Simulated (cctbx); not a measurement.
# Accept or mend?

Cell a = 3.9240 Å, b = 17.7330 Å, c = 8.9310 Å, α = 90.00°, β = 90.00°, γ = 90.00°; space group Pmmn (no. 59, origin choice 1). The compound is Sr5Ge5PbN2.

The data are simulated with cctbx, not measured: Cu Kα, λ = 1.54184 Å, to d = 0.83 Å, 95 % of the full sphere, strongest reflection 5000 counts, noise from counting, a 2 % proportional error and a noise floor of 8 counts (s.d.); no absorption, and some extinction, which the refinements don't model.

An isotropic refinement with weights 1/σ² prints:

```text
Rint 0.067, 681 unique reflections to 0.83 A
cycle     R1     wR2    GooF  max shift (A)
   1  0.0520  0.1115   2.606   0.42822
  12  0.0250  0.0452   1.056   0.00252
final R1 0.0251 wR2 0.0452 GooF 1.056  parameters 25  data/parameter 27.2
atom        x        y        z      Ueq    occ   su(xyz)  su(Uiso or U11)
Pb1    0.00000  0.00000  0.76735   0.0041  1.000  0.00006  0.0001
Sr1    0.00000  0.64083  0.53175   0.0043  1.000  0.00010  0.0002
Sr2    0.50000  0.31559  0.88144   0.0055  1.000  0.00010  0.0002
Sr3    0.00000  0.50000  0.84035   0.0049  1.000  0.00015  0.0003
Ge1    0.00000  0.19619  0.73020   0.0047  1.000  0.00013  0.0002
Ge2    0.50000  0.87005  0.84946   0.0084  1.000  0.00014  0.0003
Ge3    0.00000  0.00000  0.42802   0.0034  1.000  0.00018  0.0003
N1     0.50000  0.58498  0.69351   0.0100  1.000  0.00098  0.0019
N2     0.25966  0.70294  0.84813   1.0000  1.000  0.03472  0.1447
difference map: max 2.37 min -2.09 rms 0.44
Q1    0.0000  0.5000  0.6944    2    2.40  1.30 A from Sr3
Q2    0.0000  0.3534  0.1009    4    2.16  0.53 A from Ge2
Q3    0.2568  0.0000  0.2101    4    1.99  1.06 A from Sr3
Q4    0.0000  0.0000  0.9571    2    1.97  1.69 A from Pb1
Q5    0.2546  0.0000  0.4278    4    1.66  1.00 A from Ge3
Q6    0.0000  0.3887  0.1992    4    1.62  0.55 A from Ge2
```

**Question.** Can this result stand? If not, what is the likely fault?

Mend it. The fault: spurious atom: N2. Against the right model at the same level, R1 goes from 0.0243 to 0.0251 and GooF from 1.02 to 1.06 and N2 takes U = the program's ceiling. A site with no density behind it hides by a very large U or drifts. The fit had not settled when the cycles ran out.

The compound is Sr5Ge5PbN2. The right model at the same level gives:

```text
Rint 0.067, 681 unique reflections to 0.83 A
cycle     R1     wR2    GooF  max shift (A)
   1  0.1667  0.3131   7.296   0.07445
   2  0.0243  0.0439   1.023   0.00002
final R1 0.0243 wR2 0.0439 GooF 1.023  parameters 21  data/parameter 32.4
atom        x        y        z      Ueq    occ   su(xyz)  su(Uiso or U11)
Pb1    0.00000  0.00000  0.76735   0.0041  1.000  0.00006  0.0001
Sr1    0.00000  0.64083  0.53175   0.0043  1.000  0.00010  0.0002
Sr2    0.50000  0.31558  0.88142   0.0055  1.000  0.00010  0.0002
Sr3    0.00000  0.50000  0.84034   0.0050  1.000  0.00014  0.0003
Ge1    0.00000  0.19620  0.73021   0.0047  1.000  0.00013  0.0002
Ge2    0.50000  0.87005  0.84945   0.0084  1.000  0.00014  0.0003
Ge3    0.00000  0.00000  0.42801   0.0034  1.000  0.00018  0.0003
N1     0.50000  0.58497  0.69361   0.0101  1.000  0.00095  0.0019
difference map: max 2.30 min -2.17 rms 0.43
Q1    0.0000  0.5000  0.6944    2    2.33  1.30 A from Sr3
Q2    0.0000  0.3533  0.1006    4    2.13  0.54 A from Ge2
Q3    0.2567  0.0000  0.2101    4    1.93  1.06 A from Sr3
Q4    0.0000  0.0000  0.9571    2    1.87  1.69 A from Pb1
Q5    0.2551  0.0000  0.4275    4    1.59  1.00 A from Ge3
Q6    0.0000  0.3887  0.1992    4    1.54  0.55 A from Ge2
```

This is a model crystal, built by substitution and not relaxed, with assumed displacement parameters.

[Middle refinement cycles are left out of these outputs.]

[Logs are printed without paths, hosts, clocks, repeated set-up lines and the standing remarks that a program may print on its own settings, such as how far it seeks lower states.]
